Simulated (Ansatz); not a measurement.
# Li on Ti(0001): change of the work function, part 2 of 3

How does Li on the fcc site change the work function of Ti(0001) as the layer fills?

Ansatz 0.2.0; plane-wave DFT, PBE, Ansatz PAW.

So far, work function, upper face (eV): step 2 (the clean slab) 4.37.

## 3. Adsorbate added, k-mesh 6×6×1, coverage 0.25 ML

System of this step: Li/Ti(0001). The cell holds 17 atoms: 16 Ti and 1 Li. Its edges and angles: a = 5.900 Å, b = 5.900 Å, c = 27.350 Å, α = 90.0°, β = 90.0°, γ = 60.0°. Vacuum lies along c.

The clean slab as it ended is repeated in the plane and the adsorbate is set on one face; the cell's size fixes the coverage, and the k-mesh shrinks with it to keep the sampling density about even. Adsorbate and upper layers relax, since the dipole depends on the height.

input.yaml reads:

```yaml
crystal:
  lattice:
    - [5.9, 0.0, 0.0]
    - [2.95, 5.1095498824, 0.0]
    - [0.0, 0.0, 27.3500017231]
  atoms:
    - { symbol: Ti, position: [0.3333333333, 0.3333333333, 0.3290676209] }
    - { symbol: Ti, position: [0.0, 0.0, 0.4147092974] }
    - { symbol: Ti, position: [0.3333333333, 0.3333333333, 0.502837402] }
    - { symbol: Ti, position: [0.0, 0.0, 0.5821308108] }
    - { symbol: Ti, position: [0.3333333333, 0.8333333333, 0.3290676209] }
    - { symbol: Ti, position: [0.0, 0.5, 0.4147092974] }
    - { symbol: Ti, position: [0.3333333333, 0.8333333333, 0.502837402] }
    - { symbol: Ti, position: [0.0, 0.5, 0.5821308108] }
    - { symbol: Ti, position: [0.8333333333, 0.3333333333, 0.3290676209] }
    - { symbol: Ti, position: [0.5, 0.0, 0.4147092974] }
    - { symbol: Ti, position: [0.8333333333, 0.3333333333, 0.502837402] }
    - { symbol: Ti, position: [0.5, 0.0, 0.5821308108] }
    - { symbol: Ti, position: [0.8333333333, 0.8333333333, 0.3290676209] }
    - { symbol: Ti, position: [0.5, 0.5, 0.4147092974] }
    - { symbol: Ti, position: [0.8333333333, 0.8333333333, 0.502837402] }
    - { symbol: Ti, position: [0.5, 0.5, 0.5821308108] }
    - { symbol: Li, position: [0.1666666667, 0.1666666667, 0.6709323791] }
kpoints:
  mp_grid: { grid: [6, 6, 1] }
hamiltonian:
  xc: pbe
scf:
  occupations: { method: fermi_dirac, width: 0.1 }
  convergence: { dr2_threshold: 1.0e-08 }
efield:
  axis: 3
  dipole_correction: true
  ramp_position: 0.97
  ramp_width: 0.06
relax:
  f_tol: 0.02
  max_steps: 60
  constraints: [{ sites: [0, 1, 4, 5, 8, 9, 12, 13] }]
output:
  dos: { projected: true, e_range: [-8, 4] }
  write_potential: true
  write_density: true
  volumetric_format: npy
  elf: true
```

Launch:

```bash
> ansatz run input.yaml --threads 4 --pin off --max-ram 6144MiB --backend cpu --events-out ev --progress --plain --runs-dir out
```

Numbers of over 12 decimals in the logs are rounded to 6 here.

The program printed:

```text
[...]
Crystal: 17 atoms, lattice volume = 824.503 Å³
Basis set: ecut = 420 eV, 16039 PW (Γ), exchange–correlation on 80×80×384 points (8 copies of the dense FFT grid, shifted against one another)
Bands: 117, of which v1, the nominal top of the filled ones, is band 98 counted from 1 (97 counted from 0)
Symmetry: 6 space group operations
[...]
k-points: 7 of 36 (time reversal used)
[...]
SCF iter   1: F=—  HF=-40192.772947 eV  |F-HF|=—  |Δ(HF+E_count)|=         —  Δρ=7.74e-3  dr2=9.87e0  ethr=1.77e-3  p=0.328 e·Å  D=7.19e-2 V/Å  ΔV_dip=-1.97 eV  dr2_dipole=4.49e0  V_vac-E_F(+/−)=2.15/4.12 eV  ⟨swp⟩=9.9  Hψ=3960  notcnv=0
[...]
SCF iter  10: F=-40192.678734 eV  HF=-40192.678734 eV  |F-HF|=3.74e-9  |Δ(HF+E_count)|=   9.34e-8  Δρ=7.43e-7  dr2=9.72e-9  ethr=5.13e-12  p=0.311 e·Å  D=6.82e-2 V/Å  ΔV_dip=-1.86 eV  dr2_dipole=6.42e-10  V_vac-E_F(+/−)=2.55/4.41 eV  ⟨swp⟩=16.4  Hψ=7059  notcnv=0
SCF 1 converged in 10 iterations: F = -40192.678734 eV  dr2 = 9.72e-9
[...]
relax step   1: F+E_penalty+E_count = -40192.67873386 eV  Δ(F+E_penalty+E_count) = +0.000e0 eV  max|allowed force component| = 4.393e-1 eV/Å  Δτ_max = 0.0000 Å  (10 SCF iters, accepted)
[...]
SCF iter   9: F=-40192.701954 eV  HF=-40192.701954 eV  |F-HF|=4.78e-9  |Δ(HF+E_count)|=   5.04e-8  Δρ=6.06e-7  dr2=7.48e-9  ethr=5.13e-12  p=0.318 e·Å  D=6.99e-2 V/Å  ΔV_dip=-1.91 eV  dr2_dipole=7.50e-10  V_vac-E_F(+/−)=2.50/4.41 eV  ⟨swp⟩=12.3  Hψ=7125  notcnv=0
SCF 2 converged in 9 iterations: F = -40192.701954 eV  dr2 = 7.48e-9
relax step   2: F+E_penalty+E_count = -40192.70195370 eV  Δ(F+E_penalty+E_count) = -2.322e-2 eV  max|allowed force component| = 1.796e-1 eV/Å  Δτ_max = 0.1164 Å  (9 SCF iters, accepted)
SCF iter   1: F=—  HF=-40192.710282 eV  |F-HF|=—  |Δ(HF+E_count)|=         —  Δρ=1.43e-3  dr2=2.09e-1  ethr=6.67e-4  p=0.318 e·Å  D=6.99e-2 V/Å  ΔV_dip=-1.91 eV  dr2_dipole=5.26e-2  V_vac-E_F(+/−)=2.51/4.42 eV  ⟨swp⟩=2.1  Hψ=1233  notcnv=0
[...]
SCF iter   8: F=-40192.707681 eV  HF=-40192.707681 eV  |F-HF|=9.08e-9  |Δ(HF+E_count)|=   3.85e-8  Δρ=6.05e-7  dr2=5.19e-9  ethr=5.13e-12  p=0.314 e·Å  D=6.89e-2 V/Å  ΔV_dip=-1.88 eV  dr2_dipole=9.82e-11  V_vac-E_F(+/−)=2.53/4.41 eV  ⟨swp⟩=12.6  Hψ=6219  notcnv=0
SCF 3 converged in 8 iterations: F = -40192.707681 eV  dr2 = 5.19e-9
relax step   3: F+E_penalty+E_count = -40192.70768129 eV  Δ(F+E_penalty+E_count) = -5.728e-3 eV  max|allowed force component| = 4.475e-3 eV/Å  Δτ_max = 0.0288 Å  (8 SCF iters, accepted)
NSCF: frozen V_eff on 7 k-points
[...]
WARN: The output density's exchange-correlation potential varies sharply where the density is thin. Do not read a vacuum level from v_tot or v_xc, or from such a field of the output density. On a cell that repeats whose density bears no net charge and no dipole along the vacuum's axis use v_es (v_loc + v_h of the components); under efield.dipole_correction with no amplitude use v_es + v_field, which holds any externa [...]
SCF converged after 8 iterations
Free energy (F): -40192.707681 eV
[...]
Internal energy: -40191.719244 eV  (E = F + TS)
E sigma→0 (E₀):  -40192.213463 eV
Entropy (-TS):   -0.988437 eV (-58.143 meV/atom)
Fermi energy:    2.410929 eV
Dipole field:    D = 0.068848 V/Å  (p = 0.313703 e·Å, saw-weighted, corrected)
Work function:   Φ+ = 2.5311 eV   Φ− = 4.4140 eV
[...]
--- Forces (eV/Å), atoms counted from 1 ---
  atom   1  Ti    -0.00927268    -0.00535358     0.58111050
  atom   2  Ti     0.01006312     0.00580994    -0.59084986
  atom   3  Ti    -0.00046245    -0.00026700     0.00416970
  atom   4  Ti    -0.00066731    -0.00038527    -0.00447541
  atom   5  Ti     0.00000000     0.01070716     0.58111050
  atom   6  Ti     0.00000000    -0.01161988    -0.59084986
  atom   7  Ti     0.00000000     0.00053399     0.00416970
  atom   8  Ti    -0.00000000     0.00077055    -0.00447541
  atom   9  Ti     0.00927268    -0.00535358     0.58111050
  atom  10  Ti    -0.01006312     0.00580994    -0.59084986
  atom  11  Ti     0.00046245    -0.00026700     0.00416970
  atom  12  Ti     0.00066731    -0.00038527    -0.00447541
  atom  13  Ti    -0.00000000     0.00000000     0.58077779
  atom  14  Ti    -0.00000000    -0.00000000    -0.55212691
  atom  15  Ti     0.00000000     0.00000000     0.00349034
  atom  16  Ti    -0.00000000    -0.00000000     0.00234939
  atom  17  Li    -0.00000000    -0.00000000    -0.00433263
  max |Σ_I F_I| component: 2.27e-5 eV/Å
--- Band table (eV; the first three rows and the last of 7) ---
  k-point 0: bands = [... 94 lower, 2.5001, 2.7805, 2.8201, 2.8803, 2.8833, 2.8833, 3.0829, 3.0829, ... 15 higher]
  k-point 1: bands = [... 94 lower, 2.4874, 2.5749, 2.6927, 2.7289, 2.7303, 2.7701, 2.9706, 2.9714, ... 15 higher]
  k-point 2: bands = [... 94 lower, 2.3022, 2.3312, 2.4188, 2.4280, 2.4733, 2.5211, 2.6631, 2.6731, ... 15 higher]
  k-point 6: bands = [... 94 lower, 2.0103, 2.0331, 2.0955, 2.0982, 2.1287, 2.3494, 2.3664, 2.5034, ... 15 higher]
--- Relaxed structure (3 steps of the walk, 3 accepted, 0 SCFs on fresh bases) ---
  F+E_penalty+E_count = -40192.70768129 eV   max|allowed force component| = 4.475e-3 eV/Å
  atoms:
    - { symbol: Ti, position: [0.333333, 0.333333, 0.3290676209] }
    - { symbol: Ti, position: [2.6667121670171395e-17, 2.6667121670171398e-17, 0.4147092974] }
    - { symbol: Ti, position: [0.335400, 0.335400, 0.502465] }
    - { symbol: Ti, position: [0.00133034, 0.00133034, 0.581868] }
    - { symbol: Ti, position: [0.333333, 0.833333, 0.3290676209] }
    - { symbol: Ti, position: [8.326672684688674e-17, 0.500000, 0.4147092974] }
    - { symbol: Ti, position: [0.335400, 0.829200, 0.502465] }
    - { symbol: Ti, position: [0.00133034, 0.497339, 0.581868] }
    - { symbol: Ti, position: [0.833333, 0.333333, 0.3290676209] }
    - { symbol: Ti, position: [0.5, 2.6667121670171398e-17, 0.4147092974] }
    - { symbol: Ti, position: [0.829200, 0.335400, 0.502465] }
    - { symbol: Ti, position: [0.497339, 0.00133034, 0.581868] }
    - { symbol: Ti, position: [0.833333, 0.833333, 0.3290676209] }
    - { symbol: Ti, position: [0.500000, 0.500000, 0.4147092974] }
    - { symbol: Ti, position: [0.833333, 0.833333, 0.501475] }
    - { symbol: Ti, position: [0.500000, 0.500000, 0.585337] }
    - { symbol: Li, position: [0.166667, 0.166667, 0.672128] }
```

Elapsed: 69 s, on 4 threads of Arm Neoverse V1, shared host; peak memory 2.4 GiB.

Relaxation path:

```csv
step,energy less that of the first step (eV),largest force component (eV/Å)
1,0.0000,0.4393
2,-0.0232,0.1796
3,-0.0289,0.0045
```

The run keeps the 6 symmetry operations that it works with, so distortions that break them were not tested.

The atoms that moved most (Å):

```csv
atom,dx,dy,dz,length
Ti16,0.000,0.000,0.088,0.088
Ti15,0.000,0.000,-0.037,0.037
Li17,0.000,0.000,0.033,0.033
Ti7,0.000,-0.021,-0.010,0.023
Ti11,-0.018,0.011,-0.010,0.023
Ti3,0.018,0.011,-0.010,0.023
Ti4,0.012,0.007,-0.007,0.015
Ti8,0.000,-0.014,-0.007,0.015
```

The relaxed structure:

```cif
data_structure
_symmetry_space_group_name_H-M 'P 1'
_symmetry_Int_Tables_number 1
_cell_length_a 5.9000
_cell_length_b 5.9000
_cell_length_c 27.3500
_cell_angle_alpha 90.000
_cell_angle_beta 90.000
_cell_angle_gamma 60.000
_cell_volume 824.50
loop_
_atom_site_label
_atom_site_type_symbol
_atom_site_fract_x
_atom_site_fract_y
_atom_site_fract_z
_atom_site_occupancy
Ti1 Ti 0.33333 0.33333 0.32907 1
Ti2 Ti 0.00000 0.00000 0.41471 1
Ti3 Ti 0.33540 0.33540 0.50247 1
Ti4 Ti 0.00133 0.00133 0.58187 1
Ti5 Ti 0.33333 0.83333 0.32907 1
Ti6 Ti 0.00000 0.50000 0.41471 1
Ti7 Ti 0.33540 0.82920 0.50247 1
Ti8 Ti 0.00133 0.49734 0.58187 1
Ti9 Ti 0.83333 0.33333 0.32907 1
Ti10 Ti 0.50000 0.00000 0.41471 1
Ti11 Ti 0.82920 0.33540 0.50247 1
Ti12 Ti 0.49734 0.00133 0.58187 1
Ti13 Ti 0.83333 0.83333 0.32907 1
Ti14 Ti 0.50000 0.50000 0.41471 1
Ti15 Ti 0.83333 0.83333 0.50148 1
Ti16 Ti 0.50000 0.50000 0.58534 1
Li17 Li 0.16667 0.16667 0.67213 1
```

This step gave:

```yaml
energy_at_zero_smearing: -40192.2135 eV
work_function_upper_face: 2.531 eV
work_function_lower_face: 4.414 eV
dipole_along_the_normal: 0.3137 e·Å
step_between_the_vacuum_levels: -1.883 eV
```

Running mean over 2.342 Å of the planar mean; the ramp of the sawtooth is left out. Electron's electrostatic potential energy less the Fermi level against z:

```csv
z (Å),electron's electrostatic potential energy less the Fermi level (eV)
3.5,4.41
4.0,4.41
4.5,4.41
5.0,4.39
5.5,4.35
6.0,4.23
6.5,3.88
7.0,2.89
7.5,0.380
8.0,-3.13
8.5,-5.87
9.0,-6.74
9.5,-6.71
10.0,-6.59
10.5,-6.56
11.0,-6.58
11.5,-6.57
12.0,-6.43
12.5,-6.35
13.0,-6.41
13.5,-6.60
14.0,-6.89
14.5,-7.36
15.0,-7.47
15.5,-7.16
16.0,-6.70
16.5,-5.58
17.0,-2.97
17.5,-0.104
18.0,1.61
18.5,1.99
19.0,1.98
19.5,2.11
20.0,2.35
20.5,2.46
21.0,2.50
21.5,2.52
22.0,2.53
22.5,2.53
23.0,2.53
23.5,2.53
24.0,2.53
```

The density of states has structure finer than the step of the table below, so its rows give means over 0.25 eV, whole bins alone (the curve runs from -8 to 0.69 eV). Peaks (eV: height): -1.260: 51.4, -0.810: 59.9, -0.750: 59.6, -0.630: 50.9, -0.150: 37.8, -0.060: 58.2, 0.390: 44.6.

Density of states against energy, zero at the Fermi level; means over each step:

energy (eV), density of states (states/eV a cell) and a bar:
```
    -6.00        0.0 
    -5.75        0.3 
    -5.50        1.1 #
    -5.25        1.2 #
    -5.00        1.1 #
    -4.75        1.9 #
    -4.50        3.0 ##
    -4.25        2.4 ##
    -4.00        2.4 ##
    -3.75        4.0 ###
    -3.50        4.0 ###
    -3.25        3.2 ##
    -3.00        6.8 #####
    -2.75        8.5 ######
    -2.50       10.4 ########
    -2.25       15.1 ###########
    -2.00       18.2 #############
    -1.75       19.5 ##############
    -1.50       15.8 ############
    -1.25       22.1 ################
    -1.00       25.5 ###################
    -0.75       40.7 ##############################
    -0.50       13.4 ##########
    -0.25       26.0 ###################
     0.00       32.2 ########################
     0.25       31.5 #######################
     0.50       34.0 #########################
```

Projected DOS per atom over height of the atomic layer and energy from the Fermi level. Layers: Ti4 Ti4 Ti4 Ti4 Li from below.

Ten even steps from '_' (0.00 states/eV) to '@' (2.62 states/eV), each cell a mean:
```
@@****%%__
@@++==##__
##----++__
**##****::
++==++**..
--====--__
====++==__
::====--__
....::..__
........__
..__....__
__________
__________
__________
__________
__________
__________
__________
__________
__________
__________
__________
```
Columns: height of the atomic layer (Å) from 9 to 18.4 (not evenly spaced); rows upwards: energy from the Fermi level (eV) from -7.96 to 0.645.

ELF in the ca plane at fractional y = 0.000, with atoms of Ti within 0.2 Å of it. It is the smooth field of the valence electrons, not physical close to the nuclei.

Ten even steps from '0' (0.00) to '9' (0.76), each cell a mean:
```
78526647426778843746721234432100000000000000
34423674234323432466311333321100000000000000
22332222342122233222123443221000000000000000
21355334542232135533355543211000000000000000
21353222442122134322235543211000000000000000
23422442233222332244212333221100000000000000
56425777325556642677611233322100000000000000
88537317527899944713821245432110000000000000
78526647426778843745721455432210000000000000
34423674234323442476414652111110000000000000
22332222342121233222247720000100000000000000
21355324552132136532479610000000000000000000
21353222442122134322368610000000000000000000
23422442233212332344225731001110000000000000
56425777325556742677612554322110000000000000
88537317527899944713821355443210000000000000
```
Columns run along c (16.0 Å, from fractional 0.34 to 0.92 of the cell), rows up along a (5.9 Å). Atoms in or near the plane, at fractional coordinates: Ti at (0.41, 0.00), Ti at (0.58, 0.00), Ti at (0.41, 0.50), Ti at (0.58, 0.50).

Valence density in the ca plane at fractional y = 0.000, with atoms of Ti within 0.2 Å of it. It is the smooth field of the valence electrons, not physical close to the nuclei.

Ten steps, logarithmic in the rise over the least value, from '0' (0.00 × 1e0 e/Å³) to '9' (9.60 × 1e0 e/Å³), each cell a mean:
```
22236998522222224899731000000000000000000000
22224675322222223576421000000000000000000000
32222332222233222233211000000000000000000000
42222222222344322222111000000000000000000000
32222222222343222222111000000000000000000000
22223554222232222455311000000000000000000000
22235887422222223788621000000000000000000000
22237998522222225899731000000000000000000000
22236998522222224899731100000000000000000000
22224675322222223577421100000000000000000000
32222332222233222333211100000000000000000000
42222222222343222222211110000000000000000000
32222222222333222222211100000000000000000000
22223554222222222455321100000000000000000000
22235887422222224788621100000000000000000000
22237998522222225899731000000000000000000000
```
Columns run along c (16.0 Å, from fractional 0.34 to 0.92 of the cell), rows up along a (5.9 Å). Atoms in or near the plane, at fractional coordinates: Ti at (0.41, 0.00), Ti at (0.58, 0.00), Ti at (0.41, 0.50), Ti at (0.58, 0.50).

Electrostatic potential energy in the ca plane at fractional y = 0.000, with atoms of Ti within 0.2 Å of it. With pseudopotentials it is smooth inside the atoms' cores, unlike the true potential.

Ten even steps from '0' (-35 eV) to '9' (6 eV), each cell a mean:
```
99862000489999985000168999999999999999999999
88885213789888887322589999999999999999999999
68888767898766888767899999999999999999999999
57899888998645789988999999999999999999999999
57898888998655789888899999999999999999999999
78886445788877888644689999999999999999999999
89873001589989986100379999999999999999999999
99861000489999984000158999999999999999999999
99862000489999984000168999999999999999999999
88885213789888887312479999999999999999999999
68888767898766888766899988889999999999999999
57899888998655789888999988889999999999999999
57898888998756789888899988889999999999999999
78886445788877888544689998899999999999999999
89873001589989985100278999999999999999999999
99861000489999984000158999999999999999999999
```
Columns run along c (16.0 Å, from fractional 0.34 to 0.92 of the cell; values clipped at the 3rd and 97th percentile), rows up along a (5.9 Å). Atoms in or near the plane, at fractional coordinates: Ti at (0.41, 0.00), Ti at (0.58, 0.00), Ti at (0.41, 0.50), Ti at (0.58, 0.50).

The relaxation took 3 steps and lowered the energy by 0.029 eV; the largest force on the free atoms ends at 0.0045 eV/Å.

By hand: a sheet of dipoles makes a step −p/(ε₀A) in the electron's potential. With e/ε₀ = 180.95 V·Å, p = 0.3137 e·Å and A = 30.15 Å², that is −180.95 × (0.3137) / 30.15 = -1.883 eV, and the two vacuum levels of the run differ by -1.883 eV.

The covered face has 2.53 eV, -1.84 eV against the clean one; the bare back face has moved by -0.01 eV, a measure of how thin the slab is.

(Continued in part 3 of 3.)

[Logs are printed without paths, hosts, clocks, repeated set-up lines and the standing remarks that a program may print on its own settings, such as how far it seeks lower states.]

[Hosts, paths, dates, database ids (printed as entryN), source tags and the programs' standing remarks are cut or masked in the printed files.]

[Maps of the electrostatic potential energy from Ansatz leave out the sawtooth potential of an applied field or a dipole correction, so their vacuum need not be flat; planar profiles and work functions include it.]

[The density of states shown here was stored with 400 of the rows of the run's finer table, so its peaks can read low, often by over a quarter, or be missed, and its means over a window can be off by a tenth or more.]
